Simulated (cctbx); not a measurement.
**PrNd2HoSi8 with cctbx, script by script**

Library: cctbx 2025.11. The data are simulated by the first script.

## 1. Simulate the data

run.py:

```python
from cctbx import adptbx, crystal, miller, sgtbx, xray
from cctbx.array_family import flex
from iotbx.shelx import hklf
from scitbx import matrix
import scitbx.random

cs = crystal.symmetry(unit_cell=(4.08, 4.126, 14.15, 90, 90, 90), space_group_symbol='Hall: P 2 -2')  # Pmm2
atoms = [  # label, site, U (iso, or U11 U22 U33 U12 U13 U23 in A^2), occupancy
    ("Ho1", (0, 0.5, 0.3731), 0.0048, 1),
    ("Nd1", (0.5, 0, 0.8744), 0.0037, 1),
    ("Nd2", (0.5, 0.5, 0.1243), 0.0046, 1),
    ("Pr1", (0, 0, 0.6241), 0.0038, 1),
    ("Si1", (0.5, 0, 0.4604), 0.0073, 1),
    ("Si2", (0, 0.5, 0.9563), 0.0078, 1),
    ("Si3", (0, 0, 0.0423), 0.0076, 1),
    ("Si4", (0.5, 0.5, 0.5423), 0.0060, 1),
    ("Si5", (0.5, 0, 0.2943), 0.0076, 1),
    ("Si6", (0, 0.5, 0.7942), 0.0083, 1),
    ("Si7", (0, 0, 0.2099), 0.0077, 1),
    ("Si8", (0.5, 0.5, 0.7073), 0.0067, 1),
]
xs = xray.structure(crystal_symmetry=cs)
for label, site, u, occ in atoms:
    u = adptbx.u_cif_as_u_star(cs.unit_cell(), u) if isinstance(u, tuple) else u
    xs.add_scatterer(xray.scatterer(label, site=site, u=u, occupancy=occ))
xs.set_inelastic_form_factors(0.71073, "sasaki")
xs.show_summary()
p1 = xs.expand_to_p1()
ms = miller.build_set(p1, anomalous_flag=True, d_min=0.77)
flex.set_random_seed(584303)
scitbx.random.set_random_seed(584303)
ms = ms.select(flex.random_double(ms.size()) < 0.9)
i = ms.structure_factors_from_scatterers(p1, algorithm="direct").f_calc().as_intensity_array().data()
i = i * 20000 / flex.max(i)
sig = flex.sqrt(i + flex.pow2(0.015 * i) + 8 ** 2)
noise = scitbx.random.variate(scitbx.random.normal_distribution())(i.size())
data = ms.array(data=i + sig * noise, sigmas=sig).set_observation_type_xray_intensity()
with open("data.hkl", "w") as f:
    data.export_as_shelx_hklf(f)
print("reflections written:", data.size(), " <I/sigma> = %.1f" % flex.mean(data.data() / data.sigmas()))
for h, a, b in list(data.sort("data"))[:12]:
    print("%4d%4d%4d %9.1f %7.1f" % (h + (a, b)))
```

```console
$ python run.py
```

```text
Number of scatterers: 12
At special positions: 12
Unit cell: (4.08, 4.126, 14.15, 90, 90, 90)
Space group: P m m 2 (No. 25)
reflections written: 2005  <I/sigma> = 15.9
   0   2   0   20431.7   331.8
  -2   0   0   20046.3   329.1
   0  -2   0   19996.0   331.8
   2   0   0   19957.6   329.1
   1   1   2   18215.4   299.9
   1  -1   2   18126.2   299.9
   1  -1  -2   18040.3   299.6
  -1  -1  -2   17999.2   299.6
  -1   1  -2   17975.9   299.6
  -1   1   2   17632.8   299.9
   1   1  -2   17428.7   299.6
   2   2   0   14534.8   245.5
```

It took 0.55 s on 1 thread of Arm Neoverse V1, on a shared host, peak memory 0.07 GiB.

## 2. Refinement (refined in the given hand)

run.py:

```python
import math
from cctbx import adptbx, crystal, maptbx, sgtbx, xray
from cctbx.array_family import flex
from cctbx.xray import observations
from iotbx.shelx import hklf
from scitbx.lstbx import normal_eqns_solving
from smtbx import absolute_structure, utils
from smtbx.refinement import constraints, least_squares

cs = crystal.symmetry(unit_cell=(4.08, 4.126, 14.15, 90, 90, 90), space_group_symbol='Hall: P 2 -2')  # Pmm2
atoms = [  # label, site, U (iso, or U11 U22 U33 U12 U13 U23 in A^2), occupancy
    ("Ho1", (0, 0.5, 0.3726), 0.0200, 1),
    ("Nd1", (0.5, 0, 0.8733), 0.0200, 1),
    ("Nd2", (0.5, 0.5, 0.123), 0.0200, 1),
    ("Pr1", (0, 0, 0.6265), 0.0200, 1),
    ("Si1", (0.5, 0, 0.4599), 0.0200, 1),
    ("Si2", (0, 0.5, 0.956), 0.0200, 1),
    ("Si3", (0, 0, 0.0438), 0.0200, 1),
    ("Si4", (0.5, 0.5, 0.545), 0.0200, 1),
    ("Si5", (0.5, 0, 0.296), 0.0200, 1),
    ("Si6", (0, 0.5, 0.7946), 0.0200, 1),
    ("Si7", (0, 0, 0.2113), 0.0200, 1),
    ("Si8", (0.5, 0.5, 0.707), 0.0200, 1),
]
xs = xray.structure(crystal_symmetry=cs)
for label, site, u, occ in atoms:
    u = adptbx.u_cif_as_u_star(cs.unit_cell(), u) if isinstance(u, tuple) else u
    xs.add_scatterer(xray.scatterer(label, site=site, u=u, occupancy=occ))
xs.set_inelastic_form_factors(0.71073, "sasaki")
xs.convert_to_anisotropic()
raw = hklf.reader(file_name="data.hkl").as_miller_arrays(crystal_symmetry=cs, anomalous=True)[0]
merged = raw.eliminate_sys_absent().merge_equivalents()
fo2 = merged.array().set_observation_type_xray_intensity()
print("Rint %.3f, %d unique reflections to %.2f A" % (merged.r_int(), fo2.size(), fo2.d_min()))
for sc in xs.scatterers():
    sc.flags.set_grad_site(True)
    sc.flags.set_grad_u_aniso(sc.flags.use_u_aniso())
    sc.flags.set_grad_u_iso(sc.flags.use_u_iso())
obs = fo2.as_xray_observations()
extra = {}
rep = constraints.reparametrisation(xs, [], utils.connectivity_table(xs), **extra)
ls = least_squares.crystallographic_ls(obs, rep, weighting_scheme=least_squares.mainstream_shelx_weighting(a=0, b=0))
print("cycle     R1     wR2    GooF  max shift (A)")
for cycle in range(8):
    ls.build_up()
    r1, wr2, goof = ls.r1_factor(cutoff_factor=2)[0], ls.wR2(), ls.goof()
    old = xs.sites_cart()
    normal_eqns_solving.levenberg_marquardt_iterations(ls, n_max_iterations=3, tau=1e-06, step_threshold=1e-7)
    big = flex.max((xs.sites_cart() - old).norms())
    print("%4d %7.4f %7.4f %7.3f %9.5f" % (cycle + 1, r1, wr2, goof, big))
    ls.build_up(objective_only=True)
    if abs(ls.wR2() - wr2) < 5e-5 and big < 5e-4:
        break
ls.build_up()
print("final R1 %.4f wR2 %.4f GooF %.3f  parameters %d  data/parameter %.1f" % (ls.r1_factor(cutoff_factor=2)[0], ls.wR2(), ls.goof(), ls.n_parameters, fo2.size() / ls.n_parameters))
cov = ls.covariance_matrix_and_annotations()
su = dict(zip(cov.annotations, (math.sqrt(max(v, 0)) for v in cov.matrix.matrix_packed_u_diagonal())))
a2 = cs.unit_cell().reciprocal_parameters()[0] ** -2
print("atom        x        y        z      Ueq    occ   su(xyz)  su(Uiso or U11)")
for sc in xs.scatterers():
    s = max(su.get(sc.label + k, 0) for k in (".x", ".y", ".z"))
    npd = "" if sc.is_positive_definite_u(cs.unit_cell()) else "  NPD"
    print("%-5s %8.5f %8.5f %8.5f %8.4f %6.3f %8.5f %7.4f%s" % ((sc.label,) + sc.site + (sc.u_iso_or_equiv(cs.unit_cell()), sc.occupancy, s, su.get(sc.label + ".uiso", su.get(sc.label + ".u11", 0) * a2), npd)))
fc = fo2.structure_factors_from_scatterers(xs, algorithm="direct").f_calc()
absolute_structure.flack_analysis(xs, fo2.as_xray_observations()).show()
h = absolute_structure.hooft_analysis(fo2, fc, scale_factor=ls.scale_factor())
print("Hooft y: %.3f(%.0f)  Bijvoet pairs: %d" % (h.hooft_y, 1000 * h.sigma_y, h.n_bijvoet_pairs))
fo = fo2.f_sq_as_f()
fc = fo.structure_factors_from_scatterers(xs, algorithm="direct").f_calc()
diff = fo.f_obs_minus_f_calc(1 / math.sqrt(ls.scale_factor()), fc).average_bijvoet_mates()
m = diff.fft_map(symmetry_flags=maptbx.use_space_group_symmetry, resolution_factor=0.25).apply_volume_scaling()
print("difference map: max %.2f min %.2f rms %.2f" % (m.statistics().max(), m.statistics().min(), m.statistics().sigma()))
peaks = m.peak_search(parameters=maptbx.peak_search_parameters(min_distance_sym_equiv=0.6, max_clusters=6)).all()
near = xs.closest_distances(peaks.sites(), distance_cutoff=4)
sps = cs.special_position_settings(min_distance_sym_equiv=0.5)
for k, (x, h) in enumerate(zip(peaks.sites(), peaks.heights())):
    ss = sps.site_symmetry(x)
    print("Q%-3d %7.4f %7.4f %7.4f %4d %7.2f  %.2f A from %s" % ((k + 1,) + tuple(t % 1 for t in ss.exact_site()) + (ss.multiplicity(), h, near.smallest_distances[k], xs.scatterers()[near.i_seqs[k]].label)))
```

```console
$ python run.py
```

```text
Rint 0.017, 712 unique reflections to 0.77 A
cycle     R1     wR2    GooF  max shift (A)
   1  0.1376  0.2822  11.634   0.04667
   2  0.0133  0.0243   1.003   0.01645
   3  0.0124  0.0230   0.947   0.01163
   4  0.0123  0.0228   0.938   0.00332
   5  0.0122  0.0227   0.938   0.00116
   6  0.0122  0.0227   0.938   0.00056
   7  0.0122  0.0227   0.938   0.00028
final R1 0.0122 wR2 0.0227 GooF 0.938  parameters 48  data/parameter 14.8
atom        x        y        z      Ueq    occ   su(xyz)  su(Uiso or U11)
Ho1    0.00000  0.50000  0.37293   0.0053  1.000  0.00010  0.0003
Nd1    0.50000  0.00000  0.87449   0.0034  1.000  0.00011  0.0004
Nd2    0.50000  0.50000  0.12421   0.0044  1.000  0.00006  0.0004
Pr1    0.00000  0.00000  0.62409   0.0040  1.000  0.00006  0.0004
Si1    0.50000  0.00000  0.45995   0.0059  1.000  0.00044  0.0027
Si2    0.00000  0.50000  0.95596   0.0073  1.000  0.00046  0.0029
Si3    0.00000  0.00000  0.04182   0.0101  1.000  0.00042  0.0029
Si4    0.50000  0.50000  0.54221   0.0060  1.000  0.00041  0.0025
Si5    0.50000  0.00000  0.29369   0.0091  1.000  0.00047  0.0027
Si6    0.00000  0.50000  0.79436   0.0092  1.000  0.00047  0.0030
Si7    0.00000  0.00000  0.20966   0.0059  1.000  0.00037  0.0025
Si8    0.50000  0.50000  0.70712   0.0061  1.000  0.00038  0.0024
Flack x: -0.02(5)
Hooft y: 0.012(32)  Bijvoet pairs: 339
difference map: max 0.92 min -1.53 rms 0.21
Q1    0.0000  0.0000  0.7690    1    0.94  2.05 A from Pr1
Q2    0.1948  0.5000  0.3621    2    0.89  0.81 A from Ho1
Q3    0.5000  0.0000  0.8588    1    0.89  0.22 A from Nd1
Q4    0.2577  0.0000  0.8145    2    0.87  1.30 A from Nd1
Q5    0.0000  0.0000  0.3588    1    0.87  2.07 A from Ho1
Q6    0.5000  0.3455  0.8607    2    0.86  1.44 A from Nd1
```

Time: 1.7 s.

## 3. Refinement

run.py, as its changes from the last script of this kind:

```diff
@@ -12,12 +12,12 @@
-    ("Ho1", (0, 0.5, 0.3726), 0.0200, 1),
-    ("Nd1", (0.5, 0, 0.8733), 0.0200, 1),
-    ("Nd2", (0.5, 0.5, 0.123), 0.0200, 1),
-    ("Pr1", (0, 0, 0.6265), 0.0200, 1),
-    ("Si1", (0.5, 0, 0.4599), 0.0200, 1),
-    ("Si2", (0, 0.5, 0.956), 0.0200, 1),
-    ("Si3", (0, 0, 0.0438), 0.0200, 1),
-    ("Si4", (0.5, 0.5, 0.545), 0.0200, 1),
-    ("Si5", (0.5, 0, 0.296), 0.0200, 1),
-    ("Si6", (0, 0.5, 0.7946), 0.0200, 1),
-    ("Si7", (0, 0, 0.2113), 0.0200, 1),
-    ("Si8", (0.5, 0.5, 0.707), 0.0200, 1),
+    ("Ho1", (0, 0.5, 0.62707), 0.0053, 1),
+    ("Nd1", (0.5, 0, 0.12551), 0.0034, 1),
+    ("Nd2", (0.5, 0.5, 0.87579), 0.0044, 1),
+    ("Pr1", (0, 0, 0.37591), 0.0040, 1),
+    ("Si1", (0.5, 0, 0.54005), 0.0059, 1),
+    ("Si2", (0, 0.5, 0.04404), 0.0073, 1),
+    ("Si3", (0, 0, 0.95818), 0.0101, 1),
+    ("Si4", (0.5, 0.5, 0.45779), 0.0060, 1),
+    ("Si5", (0.5, 0, 0.70631), 0.0091, 1),
+    ("Si6", (0, 0.5, 0.20564), 0.0092, 1),
+    ("Si7", (0, 0, 0.79034), 0.0059, 1),
+    ("Si8", (0.5, 0.5, 0.29288), 0.0061, 1),
```

```console
$ python run.py
```

```text
Rint 0.017, 712 unique reflections to 0.77 A
cycle     R1     wR2    GooF  max shift (A)
   1  0.0201  0.0373   1.537   0.01662
   2  0.0186  0.0351   1.448   0.02495
   3  0.0184  0.0345   1.423   0.01766
   4  0.0181  0.0342   1.412   0.01074
   5  0.0181  0.0341   1.408   0.00484
   6  0.0181  0.0341   1.406   0.00205
   7  0.0181  0.0341   1.406   0.00090
   8  0.0182  0.0341   1.406   0.00042
final R1 0.0182 wR2 0.0341 GooF 1.406  parameters 48  data/parameter 14.8
atom        x        y        z      Ueq    occ   su(xyz)  su(Uiso or U11)
Ho1    0.00000  0.50000  0.62539   0.0055  1.000  0.00014  0.0005
Nd1    0.50000  0.00000  0.12687   0.0037  1.000  0.00016  0.0006
Nd2    0.50000  0.50000  0.87547   0.0044  1.000  0.00009  0.0006
Pr1    0.00000  0.00000  0.37574   0.0036  1.000  0.00009  0.0006
Si1    0.50000  0.00000  0.54491   0.0096  1.000  0.00071  0.0043
Si2    0.00000  0.50000  0.04532   0.0113  1.000  0.00075  0.0049
Si3    0.00000  0.00000  0.96062   0.0054  1.000  0.00053  0.0036
Si4    0.50000  0.50000  0.46013   0.0039  1.000  0.00054  0.0036
Si5    0.50000  0.00000  0.71173   0.0087  1.000  0.00068  0.0045
Si6    0.00000  0.50000  0.20668   0.0104  1.000  0.00075  0.0049
Si7    0.00000  0.00000  0.79407   0.0077  1.000  0.00065  0.0036
Si8    0.50000  0.50000  0.29424   0.0043  1.000  0.00057  0.0036
Flack x: 0.15(6)
Hooft y: 0.751(33)  Bijvoet pairs: 339
difference map: max 1.36 min -1.37 rms 0.23
Q1    0.0000  0.0000  0.0139    1    1.36  0.75 A from Si3
Q2    0.5000  0.0000  0.1090    1    1.25  0.25 A from Nd1
Q3    0.0000  0.0000  0.2137    1    1.21  2.07 A from Si6
Q4    0.2311  0.0000  0.0604    2    1.14  1.45 A from Nd1
Q5    0.0000  0.0000  0.5455    1    1.08  2.04 A from Si1
Q6    0.5000  0.0000  0.4878    1    1.07  0.81 A from Si1
```

Time: 1.6 s.

This run holds a fault made on purpose: the structure inverted.

## 4. Simulate the data

run.py, as its changes from the last script of this kind:

```diff
@@ -26 +26 @@
-xs.set_inelastic_form_factors(0.71073, "sasaki")
+xs.set_inelastic_form_factors(1.54184, "sasaki")
@@ -29,3 +29,3 @@
-ms = miller.build_set(p1, anomalous_flag=True, d_min=0.77)
-flex.set_random_seed(584303)
-scitbx.random.set_random_seed(584303)
+ms = miller.build_set(p1, anomalous_flag=True, d_min=0.83)
+flex.set_random_seed(146472)
+scitbx.random.set_random_seed(146472)
@@ -35 +35 @@
-sig = flex.sqrt(i + flex.pow2(0.015 * i) + 8 ** 2)
+sig = flex.sqrt(i + flex.pow2(0.03 * i) + 15 ** 2)
```

```console
$ python run.py
```

```text
Number of scatterers: 12
At special positions: 12
Unit cell: (4.08, 4.126, 14.15, 90, 90, 90)
Space group: P m m 2 (No. 25)
reflections written: 1543  <I/sigma> = 11.2
   0   2   0   20408.3   616.6
   0  -2   0   20362.9   616.6
  -2   0   0   19087.0   610.9
   1   1   2   18447.2   544.7
  -1  -1  -2   18285.6   544.1
   1  -1   2   18211.7   544.7
   1   1  -2   18005.8   544.1
   1  -1  -2   17782.9   544.1
  -1   1   2   16746.1   544.7
  -1  -1   2   16609.1   544.7
   2   2   0   15004.7   436.9
   2  -2   0   14379.0   436.9
```

Time: 0.4 s.

## 5. Refinement (refined in the given hand)

run.py, as its changes from the last script of this kind:

```diff
@@ -12,12 +12,12 @@
-    ("Ho1", (0, 0.5, 0.62707), 0.0053, 1),
-    ("Nd1", (0.5, 0, 0.12551), 0.0034, 1),
-    ("Nd2", (0.5, 0.5, 0.87579), 0.0044, 1),
-    ("Pr1", (0, 0, 0.37591), 0.0040, 1),
-    ("Si1", (0.5, 0, 0.54005), 0.0059, 1),
-    ("Si2", (0, 0.5, 0.04404), 0.0073, 1),
-    ("Si3", (0, 0, 0.95818), 0.0101, 1),
-    ("Si4", (0.5, 0.5, 0.45779), 0.0060, 1),
-    ("Si5", (0.5, 0, 0.70631), 0.0091, 1),
-    ("Si6", (0, 0.5, 0.20564), 0.0092, 1),
-    ("Si7", (0, 0, 0.79034), 0.0059, 1),
-    ("Si8", (0.5, 0.5, 0.29288), 0.0061, 1),
+    ("Ho1", (0, 0.5, 0.3718), 0.0200, 1),
+    ("Nd1", (0.5, 0, 0.8755), 0.0200, 1),
+    ("Nd2", (0.5, 0.5, 0.1246), 0.0200, 1),
+    ("Pr1", (0, 0, 0.624), 0.0200, 1),
+    ("Si1", (0.5, 0, 0.4599), 0.0200, 1),
+    ("Si2", (0, 0.5, 0.9578), 0.0200, 1),
+    ("Si3", (0, 0, 0.0417), 0.0200, 1),
+    ("Si4", (0.5, 0.5, 0.5447), 0.0200, 1),
+    ("Si5", (0.5, 0, 0.2949), 0.0200, 1),
+    ("Si6", (0, 0.5, 0.7947), 0.0200, 1),
+    ("Si7", (0, 0, 0.2073), 0.0200, 1),
+    ("Si8", (0.5, 0.5, 0.7082), 0.0200, 1),
@@ -29 +29 @@
-xs.set_inelastic_form_factors(0.71073, "sasaki")
+xs.set_inelastic_form_factors(1.54184, "sasaki")
```

```console
$ python run.py
```

```text
Rint 0.028, 562 unique reflections to 0.83 A
cycle     R1     wR2    GooF  max shift (A)
   1  0.1160  0.2415   6.374   0.03945
   2  0.0193  0.0362   0.956   0.00077
   3  0.0193  0.0362   0.956   0.00001
final R1 0.0193 wR2 0.0362 GooF 0.956  parameters 48  data/parameter 11.7
atom        x        y        z      Ueq    occ   su(xyz)  su(Uiso or U11)
Ho1    0.00000  0.50000  0.37321   0.0051  1.000  0.00007  0.0006
Nd1    0.50000  0.00000  0.87423   0.0035  1.000  0.00007  0.0004
Nd2    0.50000  0.50000  0.12439   0.0048  1.000  0.00005  0.0004
Pr1    0.00000  0.00000  0.62398   0.0038  1.000  0.00006  0.0004
Si1    0.50000  0.00000  0.45955   0.0084  1.000  0.00032  0.0021
Si2    0.00000  0.50000  0.95663   0.0087  1.000  0.00032  0.0021
Si3    0.00000  0.00000  0.04206   0.0073  1.000  0.00032  0.0022
Si4    0.50000  0.50000  0.54186   0.0063  1.000  0.00032  0.0022
Si5    0.50000  0.00000  0.29365   0.0073  1.000  0.00031  0.0022
Si6    0.00000  0.50000  0.79414   0.0081  1.000  0.00032  0.0022
Si7    0.00000  0.00000  0.21002   0.0089  1.000  0.00032  0.0023
Si8    0.50000  0.50000  0.70647   0.0066  1.000  0.00030  0.0023
Flack x: -0.00(3)
Hooft y: 0.007(14)  Bijvoet pairs: 270
difference map: max 0.68 min -0.76 rms 0.19
Q1    0.0000  0.5000  0.6763    1    0.69  1.67 A from Si6
Q2    0.2537  0.5000  0.6857    2    0.69  1.05 A from Si8
Q3    0.5000  0.5000  0.0159    1    0.66  1.54 A from Nd2
Q4    0.5000  0.5000  0.8710    1    0.65  2.06 A from Nd1
Q5    0.5000  0.3450  0.2577    2    0.63  1.51 A from Si5
Q6    0.5000  0.0000  0.5451    1    0.62  1.21 A from Si1
```

Time: 0.73 s.

## 6. Simulate the data

run.py, as its changes from the last script of this kind:

```diff
@@ -26 +26 @@
-xs.set_inelastic_form_factors(1.54184, "sasaki")
+xs.set_inelastic_form_factors(0.71073, "sasaki")
@@ -29,3 +29,3 @@
-ms = miller.build_set(p1, anomalous_flag=True, d_min=0.83)
-flex.set_random_seed(146472)
-scitbx.random.set_random_seed(146472)
+ms = miller.build_set(p1, anomalous_flag=True, d_min=0.8)
+flex.set_random_seed(159158)
+scitbx.random.set_random_seed(159158)
@@ -34,2 +34,7 @@
-i = i * 20000 / flex.max(i)
-sig = flex.sqrt(i + flex.pow2(0.03 * i) + 15 ** 2)
+law = matrix.sqr((-1, 0, 0, 0, -1, 0, 0, 0, -1))
+mate = flex.miller_index([tuple(matrix.row(h) * law) for h in ms.indices()])
+i2 = ms.customized_copy(indices=mate).structure_factors_from_scatterers(p1, algorithm="direct").f_calc().as_intensity_array().data()
+i = (1 - 0.8) * i + 0.8 * i2
+i = i / flex.sqrt(1 + 0.1 * i / flex.max(i))  # extinction
+i = i * 70000 / flex.max(i)
+sig = flex.sqrt(i + flex.pow2(0.04 * i) + 4 ** 2)
```

```console
$ python run.py
```

```text
Number of scatterers: 12
At special positions: 12
Unit cell: (4.08, 4.126, 14.15, 90, 90, 90)
Space group: P m m 2 (No. 25)
reflections written: 1732  <I/sigma> = 11.8
   0  -2   0   73214.0  2812.5
  -2   0   0   69247.0  2788.5
   2   0   0   66709.5  2788.5
  -1  -1  -2   66702.0  2528.2
   0   2   0   64866.4  2812.5
   1   1   2   63553.9  2526.7
   1  -1  -2   63513.5  2528.2
  -1  -1   2   62703.2  2526.7
  -1   1  -2   59300.0  2528.2
  -1   1   2   57233.7  2526.7
   1   1  -2   56309.3  2528.2
   2   2   0   49651.2  2038.8
```

It took 0.43 s on 1 thread of Arm Neoverse V1 (shared host), peak memory 0.07 GiB.

[Logs are printed without paths, hosts, clocks, repeated set-up lines and the standing remarks that a program may print on its own settings, such as how far it seeks lower states.]
